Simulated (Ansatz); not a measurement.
# LiMn2: relaxing a made-up structure, part 2 of 2

This structure for LiMn2 is made up. Its elements were placed in a known structure type with a cell scaled to their sizes. What cell does the guess relax to, and how far off was it?

Ansatz 0.2.0; DFT, PBEsol, plane-wave PAW, files of the set soft_1, scalar-relativistic, ferromagnetic start, cell and ions relaxed at zero pressure; PAW set soft_1 (the session's first sound run).

So far: Set-up; Relaxing cell and atoms. The relaxed cell has a = 6.546 Å (conventional setting).

### Step 3. Bands of the relaxed cell

With the geometry fixed, one more self-consistent run, with a narrower smearing and the mesh shown in its input, gives the bands, and its pressure, and its forces where symmetry allows any, show how far the geometry depends on these settings.

This step: DFT, PBEsol, plane-wave PAW, files of the set soft_1, scalar-relativistic, no spin, bands and density of states at the relaxed cell; PAW set soft_1 (Ansatz 0.2.0).

The input, input.yaml:

```yaml
crystal:
  lattice:
    - [0.0, 3.2731661035, 3.2731661035]
    - [3.2731661035, 0.0, 3.2731661035]
    - [3.2731661035, 3.2731661035, 0.0]
  atoms:
    - { symbol: Mn, position: [0.625, 0.125, 0.625] }
    - { symbol: Mn, position: [0.625, 0.625, 0.125] }
    - { symbol: Mn, position: [0.125, 0.625, 0.625] }
    - { symbol: Mn, position: [0.625, 0.625, 0.625] }
    - { symbol: Li, position: [0.25, 0.25, 0.25] }
    - { symbol: Li, position: [0.0, 0.0, 0.0] }
kpoints:
  mp_grid: { grid: [8, 8, 8] }
  band_path:
    path:
      - [[0.0, 0.0, 0.0], [0.5, 0.0, 0.5], [0.5, 0.25, 0.75], [0.375, 0.375, 0.75], [0.0, 0.0, 0.0], [0.5, 0.5, 0.5], [0.625, 0.25, 0.625], [0.5, 0.25, 0.75], [0.5, 0.5, 0.5], [0.375, 0.375, 0.75]]
      - [[0.625, 0.25, 0.625], [0.5, 0.0, 0.5]]
    npoints: 8
scf:
  occupations: { method: fermi_dirac, width: 0.03 }
  n_extra_bands: 10
hamiltonian:
  xc: pbesol
  pseudopotentials: { kind: paw, azcp: { folder: soft_1 }, xc_functional: pbe }
output:
  forces: true
  stress: true
  write_bands: true
  dos: { projected: true }
  write_density: true
  write_potential: true
  elf: true
  volumetric_format: npy
```

Run with:

```bash
$ ansatz run input.yaml --threads 4 --pin off --max-ram 10240MiB --backend cpu --events-out ev --progress --plain --runs-dir out
```

Numbers of over 12 decimals in the logs are rounded to 6 here.

The log of the run:

```text
[...]
Crystal: 6 atoms, lattice volume = 70.135 Å³
Basis set: ecut = 420 eV, 1363 PW (Γ), exchange–correlation on 64×64×64 points (8 copies of the dense FFT grid, shifted against one another)
Bands: 43, of which v1, the nominal top of the filled ones, is band 33 counted from 1 (32 counted from 0)
Symmetry: 48 space group operations
[...]
k-points: 29 of 512
[...]
SCF iter   1: F=—  HF=-15878.908085 eV  |F-HF|=—  |Δ(HF+E_count)|=         —  Δρ=7.94e-2  dr2=2.96e0  ethr=3.10e-3  ⟨swp⟩=4.8  Hψ=3854  notcnv=0
[...]
SCF iter   9: F=-15878.107867 eV  HF=-15878.107867 eV  |F-HF|=7.27e-9  |Δ(HF+E_count)|=   1.35e-7  Δρ=7.45e-6  dr2=3.94e-8  ethr=1.52e-10  ⟨swp⟩=9.9  Hψ=7476  notcnv=0
SCF 1 converged in 9 iterations: F = -15878.107867 eV  dr2 = 3.94e-8
[...]
NSCF: frozen V_eff on 82 k-points
SCF converged after 9 iterations
Free energy (F): -15878.107867 eV
[...]
Internal energy: -15878.084887 eV  (E = F + TS)
E sigma→0 (E₀):  -15878.096377 eV
Entropy (-TS):   -0.022980 eV (-3.830 meV/atom)
Fermi energy:    12.726672 eV
[...]
--- Stress (GPa, compression-positive) ---
        0.035122      -0.000000      -0.000000
       -0.000000       0.035122       0.000000
       -0.000000       0.000000       0.035122
  P = ⅓ Tr σ = 0.0351 GPa (0.351 kbar)
--- Band table (eV; the first three rows and the last of 29) ---
  k-point 0: bands = [... 29 lower, 13.4816, 13.4816, 13.5562, 13.5562, 13.5562, 13.6567, 13.6567, 15.1572, ... 6 higher]
  k-point 1: bands = [... 29 lower, 13.2666, 13.2666, 13.4724, 13.4754, 13.4754, 13.5732, 13.5732, 14.5915, ... 6 higher]
  k-point 2: bands = [... 29 lower, 12.6074, 12.6074, 13.2607, 13.2609, 13.2609, 13.4505, 13.5533, 13.5533, ... 6 higher]
  k-point 28: bands = [... 29 lower, 11.5307, 11.5851, 11.5851, 12.4665, 12.4665, 12.7951, 12.7951, 13.3570, ... 6 higher]
```

Run time: 3 s. Hardware: 4 threads of Arm Neoverse V2, shared host; peak memory 0.44 GiB; 11 s of CPU time.

Reading the cycles: dr2 is the Hartree energy of the density residual (eV), the measure of convergence; HF is the Harris–Foulkes estimate of the energy, which meets the free energy F at convergence.

Numbers from this step:

- free energy: -15878.1079 eV
- energy at zero smearing: -15878.0964 eV
- smearing term TS: 0.02298 eV
- Fermi energy: 12.73 eV
- pressure: 0.03512 GPa

From bands.tsv, the bands that come nearest the Fermi level along the path, at its corners, in eV from the Fermi level:

```
point  band 31  band 32  band 33  band 34  band 35  band 36  band 37  band 38
    Γ     0.75     0.83     0.83     0.83     0.93     0.93     2.43     2.43
    X    -0.80    -0.80    -0.64    -0.64    -0.36    -0.36     0.76     0.76
    W    -1.14    -1.14    -0.26    -0.26     0.07     0.07     0.63     0.63
    K    -0.90    -0.87    -0.38    -0.10     0.05     0.08     0.63     0.70
    Γ     0.75     0.83     0.83     0.83     0.93     0.93     2.43     2.43
    L    -0.97    -0.97    -0.39    -0.39     0.69     0.75     0.75     0.94
    U    -0.90    -0.87    -0.38    -0.10     0.05     0.08     0.63     0.70
    W    -1.14    -1.14    -0.26    -0.26     0.07     0.07     0.63     0.63
    L    -0.97    -0.97    -0.39    -0.39     0.69     0.75     0.75     0.94
    K    -0.90    -0.87    -0.38    -0.10     0.05     0.08     0.63     0.70
    U    -0.90    -0.87    -0.38    -0.10     0.05     0.08     0.63     0.70
    X    -0.80    -0.80    -0.64    -0.64    -0.36    -0.36     0.76     0.76
```

Counts of states for the cell as run, both spins, by energy window (eV from the Fermi level): Near the top, bands beyond those computed are missing, so counts there can be too low.

| from | to | total |
| --- | --- | --- |
| -8 | -7 | 0.00 |
| -7 | -6 | 0.28 |
| -6 | -5 | 1.00 |
| -5 | -4 | 1.10 |
| -4 | -3 | 4.18 |
| -3 | -2 | 8.96 |
| -2 | -1 | 8.00 |
| -1 | 0 | 6.53 |
| 0 | 1 | 9.45 |
| 1 | 2 | 3.87 |

A further 36.0 states lie below the table's range.

ELF in the ac plane of a cell with a along [110], b along [-110] and c along [001] of the cube at fractional y = 0.000, with atoms of Mn and Li within 0.2 Å of it. It is the smooth field of the valence electrons, not physical close to the nuclei.

Values, 10 rows by 16 columns, each cell a mean:
```
0.36 0.38 0.31 0.29 0.29 0.28 0.37 0.38 0.36 0.38 0.31 0.29 0.29 0.28 0.37 0.38
0.31 0.43 0.32 0.14 0.21 0.23 0.44 0.34 0.31 0.43 0.32 0.14 0.21 0.23 0.44 0.34
0.40 0.39 0.15 0.48 0.68 0.11 0.35 0.40 0.40 0.39 0.15 0.48 0.68 0.11 0.35 0.40
0.15 0.20 0.17 0.11 0.11 0.15 0.22 0.16 0.15 0.20 0.17 0.11 0.11 0.15 0.22 0.16
0.56 0.10 0.32 0.38 0.38 0.36 0.14 0.37 0.56 0.10 0.32 0.38 0.38 0.36 0.14 0.37
0.35 0.17 0.42 0.35 0.33 0.41 0.26 0.26 0.35 0.17 0.42 0.35 0.33 0.41 0.26 0.26
0.23 0.33 0.43 0.36 0.33 0.43 0.37 0.24 0.23 0.33 0.43 0.36 0.33 0.43 0.37 0.24
0.30 0.25 0.31 0.32 0.37 0.28 0.28 0.26 0.30 0.25 0.31 0.32 0.37 0.28 0.28 0.26
0.28 0.58 0.66 0.31 0.27 0.57 0.67 0.33 0.28 0.58 0.66 0.31 0.27 0.57 0.67 0.33
0.33 0.34 0.39 0.27 0.30 0.34 0.38 0.28 0.33 0.34 0.39 0.27 0.30 0.34 0.38 0.28
```
Columns run along a (9.3 Å), rows up along c (6.5 Å), edges of the conventional cell, whose origin can differ from the input's. Atoms in or near the plane, at fractional coordinates: Mn at (0.38, 0.13), Mn at (0.88, 0.13), Mn at (0.13, 0.13), Mn at (0.62, 0.13), Li at (0.25, 0.75), Li at (0.75, 0.75), Li at (0.00, 0.50), Li at (0.50, 0.50).

Valence density in the ac plane of a cell with a along [110], b along [-110] and c along [001] of the cube at fractional y = 0.000, with atoms of Mn and Li within 0.2 Å of it. It is the smooth field of the valence electrons, not physical close to the nuclei.

Ten steps, logarithmic in the rise over the least value, from '0' (0 e/Å³) to '9' (25 e/Å³), each cell a mean:
```
11111000011111111100001111
21110000001112111000000111
11100011000111110001100011
11000365100111100036510011
00000476100000000047610000
00000143000000000014300000
00000000000000000000000000
41000000000034100000000003
74000000000167400000000016
63000111000156300011100015
10001111100011000111110001
00011121110000001112111000
00111111111000011111111100
11343212244211134321224421
14787322588521478732258852
25898423799632589842379963
24787312588522478731258852
12343111244321234311124432
```
Columns run along a (9.3 Å), rows up along c (6.5 Å), edges of the conventional cell, whose origin can differ from the input's. Atoms in or near the plane, at fractional coordinates: Mn at (0.38, 0.13), Mn at (0.88, 0.13), Mn at (0.13, 0.13), Mn at (0.62, 0.13), Li at (0.25, 0.75), Li at (0.75, 0.75), Li at (0.00, 0.50), Li at (0.50, 0.50).

Electrostatic potential energy in the ac plane of a cell with a along [110], b along [-110] and c along [001] of the cube at fractional y = 0.000, with atoms of Mn and Li within 0.2 Å of it. With pseudopotentials it is smooth inside the atoms' cores, unlike the true potential.

Values in eV, 10 rows by 16 columns, each cell a mean:
```
 10  11  12  13  14  12  11  10  10  11  12  13  14  12  11  10
 10  13  14   3   0  12  14  11  10  13  14   3   0  12  14  11
 14  15  12 -12 -19   8  15  14  14  15  12 -12 -19   8  15  14
 11  15  15   9   6  14  15  12  11  15  15   9   6  14  15  12
-15   9  15  15  14  15  12  -9 -15   9  15  15  14  15  12  -9
 -8  10  14  11  11  14  13  -3  -8  10  14  11  11  14  13  -3
 13  13  13  10   9  12  13  13  13  13  13  10   9  12  13  13
 10 -10 -17   5   8 -11 -16   6  10 -10 -17   5   8 -11 -16   6
 -2 -51 -59 -14  -2 -51 -58 -14  -2 -51 -59 -14  -2 -51 -58 -14
  6 -24 -32   1   7 -24 -32   0   6 -24 -32   1   7 -24 -32   0
```
Columns run along a (9.3 Å; values clipped at the 3rd and 97th percentile), rows up along c (6.5 Å), edges of the conventional cell, whose origin can differ from the input's. Atoms in or near the plane, at fractional coordinates: Mn at (0.38, 0.13), Mn at (0.88, 0.13), Mn at (0.13, 0.13), Mn at (0.62, 0.13), Li at (0.25, 0.75), Li at (0.75, 0.75), Li at (0.00, 0.50), Li at (0.50, 0.50).

### Step 4. Summary of results

- space group, relaxed: Fd-3m
- conventional cell: a = 6.546, b = 6.546, c = 6.546 Å; α = 90.0°, β = 90.0°, γ = 90.0°
- volume per atom: 11.69 Å³ (guess 12.52)
- total moment: 0.00 μB in the cell of 6 atoms

**Reading.** LiMn2 relaxes to Fd-3m with a = 6.546, b = 6.546 and c = 6.546 Å. The guessed volume was 7 % too large. The space group Fd-3m was held in the relaxation, so the end point is a stationary structure within it and may be a saddle against distortions or other arrangements. The moments died out from this one start and weren't seeded again at the relaxed cell. Bands cross the Fermi level, so it is a metal or semimetal at this level. On the 8×8×8 mesh with the narrower smearing (relaxed on 7×7×7) the forces vanish, as symmetry may demand, and the largest stress component is 0.035 GPa, within the relaxation's thresholds of 0.015 eV/Å and 0.05 GPa. The cutoff wasn't tested. No dispersion term is used, so weakly bound directions may come out too long. Nothing here tests whether the compound is stable against decomposition.

[Logs are printed without paths, hosts, clocks, repeated set-up lines and the standing remarks that a program may print on its own settings, such as how far it seeks lower states.]

[Hosts, paths, dates, database ids (printed as entryN), source tags and the programs' standing remarks are cut or masked in the printed files.]
